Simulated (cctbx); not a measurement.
## GdAl6Cd12 with cctbx, script by script

Library: cctbx 2025.11. The data are simulated by the first script.

## 1. Simulate the data

run.py:

```python
from cctbx import adptbx, crystal, miller, sgtbx, xray
from cctbx.array_family import flex
from iotbx.shelx import hklf
from scitbx import matrix
import scitbx.random

cs = crystal.symmetry(unit_cell=(12.749, 12.749, 9.576, 90, 90, 120), space_group_symbol='Hall: -R 3 2"')  # R-3m
atoms = [  # label, site, U (iso, or U11 U22 U33 U12 U13 U23 in A^2), occupancy
    ("Gd1", (0, 0, 0), (0.0091, 0.0091, 0.0100, 0.0046, 0.0000, -0.0000), 1),
    ("Cd1", (0.0895, 0.9105, 0.3642), (0.0249, 0.0249, 0.0227, 0.0193, 0.0034, -0.0034), 1),
    ("Cd2", (0.63, 0, 0.5), (0.0139, 0.0156, 0.0107, 0.0078, 0.0005, 0.0009), 1),
    ("Al1", (0.8557, 0.1443, 0.3785), (0.0284, 0.0284, 0.0457, 0.0115, -0.0025, 0.0025), 1),
]
xs = xray.structure(crystal_symmetry=cs)
for label, site, u, occ in atoms:
    u = adptbx.u_cif_as_u_star(cs.unit_cell(), u) if isinstance(u, tuple) else u
    xs.add_scatterer(xray.scatterer(label, site=site, u=u, occupancy=occ))
xs.set_inelastic_form_factors(0.56087, "sasaki")
xs.show_summary()
p1 = xs.expand_to_p1()
ms = miller.build_set(p1, anomalous_flag=True, d_min=0.6)
flex.set_random_seed(106905)
scitbx.random.set_random_seed(106905)
ms = ms.select(flex.random_double(ms.size()) < 0.5)
i = ms.structure_factors_from_scatterers(p1, algorithm="direct").f_calc().as_intensity_array().data()
i = i * 70000 / flex.max(i)
sig = flex.sqrt(i + flex.pow2(0.02 * i) + 8 ** 2)
noise = scitbx.random.variate(scitbx.random.normal_distribution())(i.size())
data = ms.array(data=i + sig * noise, sigmas=sig).set_observation_type_xray_intensity()
with open("data.hkl", "w") as f:
    data.export_as_shelx_hklf(f)
print("reflections written:", data.size(), " <I/sigma> = %.1f" % flex.mean(data.data() / data.sigmas()))
for h, a, b in list(data.sort("data"))[:12]:
    print("%4d%4d%4d %9.1f %7.1f" % (h + (a, b)))
```

```console
$ python run.py
```

```text
Number of scatterers: 4
At special positions: 4
Unit cell: (12.749, 12.749, 9.576, 90, 90, 120)
Space group: R -3 m :H (No. 166)
reflections written: 13050  <I/sigma> = 7.7
  -5   0  -2   71956.0  1424.8
   5   0   2   70927.5  1424.8
   0   5  -2   69934.0  1424.8
  -5   5   2   68154.1  1424.8
   3  -4   1   60892.8  1217.5
   4  -1  -1   60561.4  1217.5
  -3   3   3   59677.5  1166.0
  -1  -3  -1   58831.2  1217.5
   1   3   1   58831.2  1217.5
  -3   4  -1   58819.7  1217.5
  -4   1   1   58459.8  1217.5
   1  -4  -1   57880.7  1217.5
```

It took 0.49 s on 1 thread of Arm Neoverse N1, with other jobs on the host, peak memory 0.07 GiB.

## 2. Symmetry

run.py:

```python
from cctbx import crystal, sgtbx, statistics
from cctbx.array_family import flex
from iotbx.shelx import hklf

p1 = crystal.symmetry(unit_cell=(12.749, 12.749, 9.576, 90, 90, 120), space_group_symbol="P 1")
raw = hklf.reader(file_name="data.hkl").as_miller_arrays(crystal_symmetry=p1, anomalous=True)[0]
print(raw.size(), "reflections to d = %.3f A" % raw.d_min())
isig = raw.data() / raw.sigmas()
print("centring   violations  <I/sigma> of those")
best = "P"
for c in "ABCIRF":
    a = raw.customized_copy(space_group_info=sgtbx.space_group_info("Hall: %s 1" % c)).sys_absent_flags().data()
    m = flex.mean(isig.select(a))
    print("%5s %10d of %5d %8.1f" % (c, (isig.select(a) > 4).count(True), a.count(True), m))
    if (isig.select(a) > 4).count(True) < 0.01 * a.count(True):
        best = c
raw = raw.select(~raw.customized_copy(space_group_info=sgtbx.space_group_info("Hall: %s 1" % best)).sys_absent_flags().data())
isig = raw.data() / raw.sigmas()
rows = []
for s in sgtbx.space_group_symbol_iterator():
    g = sgtbx.space_group(s)
    if g.conventional_centring_type_symbol() != best or not g.is_compatible_unit_cell(p1.unit_cell(), 1e-3, 0.02):
        continue
    rows.append((s, g))
print("Laue class    unique    Rint  (classes that these axes allow; Friedel mates merged)")
rint = {}
for s, g in rows:
    laue = g.build_derived_patterson_group()
    key = laue.type().hall_symbol()
    if key not in rint:
        m = raw.customized_copy(space_group_info=laue.info(), anomalous_flag=False).merge_equivalents()
        rint[key] = m.r_int()
        print("%-14s %6d %7.3f" % (laue.type().lookup_symbol(), m.array().size(), m.r_int()))
floor = min(rint.values())
good = [(s, g) for s, g in rows if rint[g.build_derived_patterson_group().type().hall_symbol()] < 2 * floor + 0.03]
top = max(g.build_derived_patterson_group().order_z() for s, g in good)
print("space group    extra absences  I>4sigma  <I/sigma>")
for s, g in good:
    laue = g.build_derived_patterson_group()
    if laue.order_z() != top:
        continue
    a = raw.customized_copy(space_group_info=g.info()).sys_absent_flags().data()
    a &= ~raw.customized_copy(space_group_info=laue.info()).sys_absent_flags().data()
    bad = (isig.select(a) > 4).count(True)
    if bad <= 0.03 * a.count(True):
        print("%-16s %8d %10d %9s  %s" % (s.universal_hermann_mauguin(), a.count(True), bad, "%.1f" % flex.mean(isig.select(a)) if a.count(True) else "-", "centric" if g.is_centric() else "acentric"))
laue = max(good, key=lambda t: t[1].build_derived_patterson_group().order_z())[1].build_derived_patterson_group()
f = raw.customized_copy(space_group_info=laue.info(), anomalous_flag=False).merge_equivalents().array().eliminate_sys_absent().f_sq_as_f()
f.set_observation_type_xray_amplitude()
bins = max(3, min(8, f.size() // 12))
f.setup_binner(n_bins=bins)
w = statistics.wilson_plot(f, {e: n / laue.order_z() for e, n in {'Gd': 3.0, 'Cd': 36.0, 'Al': 18.0}.items()}, e_statistics=True)
print("Wilson B = %.2f A^2   <|E^2-1|> = %.3f (0.968 centric, 0.736 acentric)   E^2>4: %.1f %%" % (w.wilson_b, w.mean_e_sq_minus_1, w.percent_e_sq_gt_2))
print("shell (A)         n   <I/sigma>")
m = raw.customized_copy(space_group_info=laue.info(), anomalous_flag=False).merge_equivalents().array().eliminate_sys_absent()
for b in m.setup_binner(n_bins=bins).range_used():
    sel = m.binner().selection(b)
    print("%5.2f - %4.2f %6d %8.1f" % (min(m.binner().bin_d_range(b)[0] if m.binner().bin_d_range(b)[0] > 0 else 99, 99), m.binner().bin_d_range(b)[1], sel.count(True), flex.mean((m.data() / m.sigmas()).select(sel))))
```

```console
$ python run.py
```

```text
13050 reflections to d = 0.600 A
centring   violations  <I/sigma> of those
    A       1941 of  6542      7.6
    B       1935 of  6508      7.6
    C       1922 of  6496      7.8
    I       1937 of  6522      7.7
    R          0 of  8660     -0.0
    F       2899 of  9773      7.7
Laue class    unique    Rint  (classes that these axes allow; Friedel mates merged)
R -3 :H          1430   0.018
R -3 m :H         808   0.020
space group    extra absences  I>4sigma  <I/sigma>
R 3 2 :H                0          0         -  acentric
R 3 m :H                0          0         -  acentric
R -3 m :H               0          0         -  centric
Wilson B = 1.16 A^2   <|E^2-1|> = 0.880 (0.968 centric, 0.736 acentric)   E^2>4: 3.5 %
shell (A)         n   <I/sigma>
 7.23 - 1.20    113     68.6
 1.20 - 0.95    105     57.6
 0.95 - 0.83     96     51.3
 0.83 - 0.76     99     48.5
 0.76 - 0.70     92     41.7
 0.70 - 0.66    102     41.8
 0.66 - 0.63    103     38.4
 0.63 - 0.60     98     35.3
```

Time: 0.41 s.

## 3. Charge flipping

run.py:

```python
import itertools
from cctbx import crystal, maptbx
from cctbx.array_family import flex
from iotbx.shelx import hklf
from smtbx.ab_initio import charge_flipping as cf

cs = crystal.symmetry(unit_cell=(12.749, 12.749, 9.576, 90, 90, 120), space_group_symbol='Hall: -R 3 2"')  # R-3m
raw = hklf.reader(file_name="data.hkl").as_miller_arrays(crystal_symmetry=cs, anomalous=True)[0]
merged = raw.eliminate_sys_absent().merge_equivalents()
fo2 = merged.array().set_observation_type_xray_intensity()
f = fo2.average_bijvoet_mates().f_sq_as_f().resolution_filter(d_min=0.8)
p1 = f.expand_to_p1()
work = p1
flex.set_random_seed(50050)
it = cf.weak_reflection_improved_iterator(delta=None, weak_reflection_fraction=0.2)
it.start(work, phases=flex.random_double(p1.size()) * 6.2832, f_000=0)
it.delta = 0.9 * it.rho_map.sigma()
print("cycle      R  skewness")
for n, st in enumerate(itertools.islice(it, 150)):
    if n % 12 == 0:
        print("%5d %6.3f %8.2f" % (n, st.r1_factor(), st.rho_map.skewness()))
rho = p1.phase_transfer(it.f_calc).fft_map().apply_volume_scaling()
polish = cf.low_density_elimination_iterator(constant_rho_c=rho.sigma())
polish.start(f_obs=p1, phases=it.f_calc, f_000=0)
for _ in range(8):
    next(polish)
print("origin shift          correlation  skewness")
maps = []
for fc, shift, cc in itertools.islice(cf.f_calc_symmetrisations(f, polish.f_calc, 0), 4):
    m = f.phase_transfer(fc).fft_map(symmetry_flags=maptbx.use_space_group_symmetry, resolution_factor=0.25).apply_sigma_scaling()
    maps.append((m.skewness(), cc, m))
    print("%6.3f %6.3f %6.3f %10.3f %9.2f" % (tuple(shift) + (cc, m.skewness())))
skew, cc, m = max((t for t in maps if t[1] > maps[0][1] - 0.04), key=lambda t: t[0])
print("taken: symmetry correlation %.3f, skewness %.2f" % (cc, skew))
peaks = m.peak_search(parameters=maptbx.peak_search_parameters(min_distance_sym_equiv=0.9, max_clusters=9)).all()
sps = cs.special_position_settings(min_distance_sym_equiv=0.5)
print("peak      x       y       z  mult  height/sigma")
for k, (x, h) in enumerate(zip(peaks.sites(), peaks.heights())):
    ss = sps.site_symmetry(x)
    print("Q%-3d %7.4f %7.4f %7.4f %4d %8.1f" % ((k + 1,) + tuple(t % 1 for t in ss.exact_site()) + (ss.multiplicity(), h)))
```

```console
$ python run.py
```

```text
cycle      R  skewness
    0  0.632     0.23
   12  0.412     1.57
   24  0.422     1.89
   36  0.422     2.25
   48  0.417     2.61
   60  0.427     2.81
   72  0.431     3.15
   84  0.416     4.19
   96  0.242     6.02
  108  0.218     5.77
  120  0.217     5.69
  132  0.222     5.69
  144  0.220     5.64
origin shift          correlation  skewness
 0.019  0.523  0.400      0.823      0.58
 0.256  0.455 -0.020      0.807      0.76
 0.140  0.875  0.339      0.804      0.73
 0.249  0.460  0.164      0.802      0.62
taken: symmetry correlation 0.807, skewness 0.76
peak      x       y       z  mult  height/sigma
Q1    0.0808  0.5404  0.1144   18      5.1
Q2    0.1018  0.5509  0.6266   18      4.7
Q3    0.0715  0.1431  0.9773   18      4.4
Q4    0.0497  0.2050  0.6575   36      3.6
Q5    0.0782  0.1563  0.6295   18      3.6
Q6    0.0710  0.2372  0.7981   36      3.1
Q7    0.0081  0.4069  0.1234   36      2.5
Q8    0.0356  0.2784  0.7145   36      2.4
Q9    0.0728  0.5364  0.9861   18      2.3
```

Time: 0.83 s.

## 4. Charge flipping

run.py, as its changes from the last script of this kind:

```diff
@@ -13,2 +13,3 @@
-work = p1
-flex.set_random_seed(50050)
+p1.setup_binner_counting_sorted(reflections_per_bin=max(40, p1.size() // 12))
+work = p1.array(data=p1.data() / p1.amplitude_quasi_normalisations().data())
+flex.set_random_seed(50051)
@@ -19,2 +20,2 @@
-for n, st in enumerate(itertools.islice(it, 150)):
-    if n % 12 == 0:
+for n, st in enumerate(itertools.islice(it, 300)):
+    if n % 25 == 0:
```

```console
$ python run.py
```

```text
cycle      R  skewness
    0  0.648     0.25
   25  0.399     1.46
   50  0.407     1.72
   75  0.413     1.85
  100  0.420     1.87
  125  0.402     2.01
  150  0.422     2.38
  175  0.440     3.01
  200  0.440     5.10
  225  0.434     4.77
  250  0.436     4.81
  275  0.438     4.82
origin shift          correlation  skewness
 0.118  0.898  0.139      0.855      1.34
 0.125  0.898 -0.004      0.851      1.31
 0.225  0.438  0.020      0.836      3.02
 0.182  0.548  0.144      0.792      0.72
taken: symmetry correlation 0.836, skewness 3.02
peak      x       y       z  mult  height/sigma
Q1    0.0000  0.0000  0.0000    3     12.1
Q2    0.0857  0.1714  0.3583   18      9.6
Q3    0.0000  0.3664  0.5000   18      7.1
Q4    0.0000  0.0000  0.3481    6      3.1
Q5    0.0000  0.1935  0.5000   18      2.5
Q6    0.0725  0.5363  0.8668   18      2.3
Q7    0.0306  0.1349  0.1054   36      2.2
Q8    0.0000  0.0000  0.2256    6      2.1
Q9    0.0868  0.5434  0.3595   18      2.0
```

Time: 1 s.

## 5. Refinement (model from the peaks)

run.py:

```python
import math
from cctbx import adptbx, crystal, maptbx, sgtbx, xray
from cctbx.array_family import flex
from cctbx.xray import observations
from iotbx.shelx import hklf
from scitbx.lstbx import normal_eqns_solving
from smtbx import absolute_structure, utils
from smtbx.refinement import constraints, least_squares

cs = crystal.symmetry(unit_cell=(12.749, 12.749, 9.576, 90, 90, 120), space_group_symbol='Hall: -R 3 2"')  # R-3m
atoms = [  # label, site, U (iso, or U11 U22 U33 U12 U13 U23 in A^2), occupancy
    ("Gd1", (0, 0, 0), 0.0200, 1),
    ("Cd1", (0.0857, 0.1714, 0.3583), 0.0200, 1),
    ("Cd2", (0, 0.3664, 0.5), 0.0200, 1),
    ("Al1", (0, 0.1935, 0.5), 0.0200, 1),
]
xs = xray.structure(crystal_symmetry=cs)
for label, site, u, occ in atoms:
    u = adptbx.u_cif_as_u_star(cs.unit_cell(), u) if isinstance(u, tuple) else u
    xs.add_scatterer(xray.scatterer(label, site=site, u=u, occupancy=occ))
xs.set_inelastic_form_factors(0.56087, "sasaki")
raw = hklf.reader(file_name="data.hkl").as_miller_arrays(crystal_symmetry=cs, anomalous=True)[0]
merged = raw.eliminate_sys_absent().merge_equivalents()
fo2 = merged.array().set_observation_type_xray_intensity()
print("Rint %.3f, %d unique reflections to %.2f A" % (merged.r_int(), fo2.size(), fo2.d_min()))
for sc in xs.scatterers():
    sc.flags.set_grad_site(True)
    sc.flags.set_grad_u_aniso(sc.flags.use_u_aniso())
    sc.flags.set_grad_u_iso(sc.flags.use_u_iso())
obs = fo2.as_xray_observations()
extra = {}
rep = constraints.reparametrisation(xs, [], utils.connectivity_table(xs), **extra)
ls = least_squares.crystallographic_ls(obs, rep, weighting_scheme=least_squares.mainstream_shelx_weighting(a=0, b=0))
print("cycle     R1     wR2    GooF  max shift (A)")
for cycle in range(6):
    ls.build_up()
    r1, wr2, goof = ls.r1_factor(cutoff_factor=2)[0], ls.wR2(), ls.goof()
    old = xs.sites_cart()
    normal_eqns_solving.levenberg_marquardt_iterations(ls, n_max_iterations=3, tau=0.0001, step_threshold=1e-7)
    big = flex.max((xs.sites_cart() - old).norms())
    print("%4d %7.4f %7.4f %7.3f %9.5f" % (cycle + 1, r1, wr2, goof, big))
    ls.build_up(objective_only=True)
    if abs(ls.wR2() - wr2) < 5e-5 and big < 5e-4:
        break
ls.build_up()
print("final R1 %.4f wR2 %.4f GooF %.3f  parameters %d  data/parameter %.1f" % (ls.r1_factor(cutoff_factor=2)[0], ls.wR2(), ls.goof(), ls.n_parameters, fo2.size() / ls.n_parameters))
cov = ls.covariance_matrix_and_annotations()
su = dict(zip(cov.annotations, (math.sqrt(max(v, 0)) for v in cov.matrix.matrix_packed_u_diagonal())))
a2 = cs.unit_cell().reciprocal_parameters()[0] ** -2
print("atom        x        y        z      Ueq    occ   su(xyz)  su(Uiso or U11)")
for sc in xs.scatterers():
    s = max(su.get(sc.label + k, 0) for k in (".x", ".y", ".z"))
    npd = "" if sc.is_positive_definite_u(cs.unit_cell()) else "  NPD"
    print("%-5s %8.5f %8.5f %8.5f %8.4f %6.3f %8.5f %7.4f%s" % ((sc.label,) + sc.site + (sc.u_iso_or_equiv(cs.unit_cell()), sc.occupancy, s, su.get(sc.label + ".uiso", su.get(sc.label + ".u11", 0) * a2), npd)))
fo = fo2.f_sq_as_f()
fc = fo.structure_factors_from_scatterers(xs, algorithm="direct").f_calc()
diff = fo.f_obs_minus_f_calc(1 / math.sqrt(ls.scale_factor()), fc).average_bijvoet_mates()
m = diff.fft_map(symmetry_flags=maptbx.use_space_group_symmetry, resolution_factor=0.25).apply_volume_scaling()
print("difference map: max %.2f min %.2f rms %.2f" % (m.statistics().max(), m.statistics().min(), m.statistics().sigma()))
peaks = m.peak_search(parameters=maptbx.peak_search_parameters(min_distance_sym_equiv=0.6, max_clusters=5)).all()
near = xs.closest_distances(peaks.sites(), distance_cutoff=4)
sps = cs.special_position_settings(min_distance_sym_equiv=0.5)
for k, (x, h) in enumerate(zip(peaks.sites(), peaks.heights())):
    ss = sps.site_symmetry(x)
    print("Q%-3d %7.4f %7.4f %7.4f %4d %7.2f  %.2f A from %s" % ((k + 1,) + tuple(t % 1 for t in ss.exact_site()) + (ss.multiplicity(), h, near.smallest_distances[k], xs.scatterers()[near.i_seqs[k]].label)))
```

```console
$ python run.py
```

```text
Rint 0.020, 808 unique reflections to 0.60 A
cycle     R1     wR2    GooF  max shift (A)
   1  0.4171  0.7551  44.010   0.10311
   2  0.1633  0.3915  22.818   0.51263
   3  0.1589  0.3787  22.072   0.11210
   4  0.1583  0.3777  22.011   0.01872
   5  0.1579  0.3771  21.976   0.02169
   6  0.1577  0.3766  21.949   0.01335
final R1 0.1575 wR2 0.3763 GooF 21.929  parameters 8  data/parameter 101.0
atom        x        y        z      Ueq    occ   su(xyz)  su(Uiso or U11)
Gd1    0.00000  0.00000  0.00000   0.0064  1.000  0.00000  0.0006
Cd1    0.08950  0.17900  0.36441   0.0168  1.000  0.00030  0.0006
Cd2    0.00000  0.37003  0.50000   0.0103  1.000  0.00016  0.0005
Al1    0.00000  0.15083  0.50000   0.7108  1.000  0.01660  0.3275
difference map: max 41.44 min -15.17 rms 2.36
Q1    0.0446  0.5223  0.2884   18   41.46  2.14 A from Al1
Q2    0.0000  0.0000  0.0000    3   41.44  0.00 A from Gd1
Q3    0.0000  0.3692  0.5000   18   24.48  0.01 A from Cd2
Q4    0.0895  0.1790  0.3614   18   24.13  0.03 A from Cd1
Q5    0.0885  0.5443  0.9929   18    4.11  0.81 A from Cd1
```

Time: 0.86 s.

Figures of merit this high mean that the model is still wrong or incomplete.

## 6. Refinement (anisotropic displacement)

run.py, as its changes from the last script of this kind:

```diff
@@ -12,4 +12,4 @@
-    ("Gd1", (0, 0, 0), 0.0200, 1),
-    ("Cd1", (0.0857, 0.1714, 0.3583), 0.0200, 1),
-    ("Cd2", (0, 0.3664, 0.5), 0.0200, 1),
-    ("Al1", (0, 0.1935, 0.5), 0.0200, 1),
+    ("Gd1", (0, 0, 0), 0.0064, 1),
+    ("Cd1", (0.0895, 0.179, 0.36441), 0.0168, 1),
+    ("Cd2", (0, 0.37003, 0.5), 0.0103, 1),
+    ("Al1", (0, 0.15083, 0.5), 0.7108, 1),
@@ -21,0 +22 @@
+xs.convert_to_anisotropic()
@@ -35 +36 @@
-for cycle in range(6):
+for cycle in range(8):
@@ -39 +40 @@
-    normal_eqns_solving.levenberg_marquardt_iterations(ls, n_max_iterations=3, tau=0.0001, step_threshold=1e-7)
+    normal_eqns_solving.levenberg_marquardt_iterations(ls, n_max_iterations=3, tau=1e-06, step_threshold=1e-7)
@@ -60 +61 @@
-peaks = m.peak_search(parameters=maptbx.peak_search_parameters(min_distance_sym_equiv=0.6, max_clusters=5)).all()
+peaks = m.peak_search(parameters=maptbx.peak_search_parameters(min_distance_sym_equiv=0.6, max_clusters=6)).all()
```

```console
$ python run.py
```

```text
Rint 0.020, 808 unique reflections to 0.60 A
cycle     R1     wR2    GooF  max shift (A)
   1  0.1574  0.3763  22.067   0.00238
   2  0.1101  0.2923  17.141   0.00631
   3  0.1097  0.2919  17.118   0.00029
   4  0.1094  0.2916  17.102   0.01049
   5  0.1086  0.2905  17.040   0.06458
   6  0.1083  0.2900  17.010   0.08788
   7  0.1080  0.2895  16.979   0.11178
   8  0.1075  0.2887  16.934   0.17725
final R1 0.1057 wR2 0.2855 GooF 16.743  parameters 18  data/parameter 44.9
atom        x        y        z      Ueq    occ   su(xyz)  su(Uiso or U11)
Gd1    0.00000  0.00000  0.00000   0.0065  1.000  0.00000  0.0006
Cd1    0.08959  0.17918  0.36428   0.0182  1.000  0.00022  0.0007
Cd2    0.00000  0.37003  0.50000   0.0104  1.000  0.00012  0.0007
Al1    0.00000  0.18667  0.50000   2.4456  1.000  0.01098  1.9873  NPD
difference map: max 38.07 min -2.85 rms 1.71
Q1    0.0447  0.5224  0.2884   18   38.29  2.01 A from Al1
Q2    0.0000  0.0000  0.0000    3   20.29  0.00 A from Gd1
Q3    0.0000  0.3690  0.5000   18   12.98  0.01 A from Cd2
Q4    0.0871  0.1741  0.3635   18   12.01  0.06 A from Cd1
Q5    0.0422  0.5211  0.4828   18    1.46  1.73 A from Cd2
Q6    0.0595  0.1190  0.8636   18    1.43  1.85 A from Gd1
```

Run time: 0.99 s on 1 thread of Arm Neoverse N1, with other jobs on the host, peak memory 0.1 GiB.

Figures of merit this high mean that the model is still wrong or incomplete.

[Logs are printed without paths, hosts, clocks, repeated set-up lines and the standing remarks that a program may print on its own settings, such as how far it seeks lower states.]
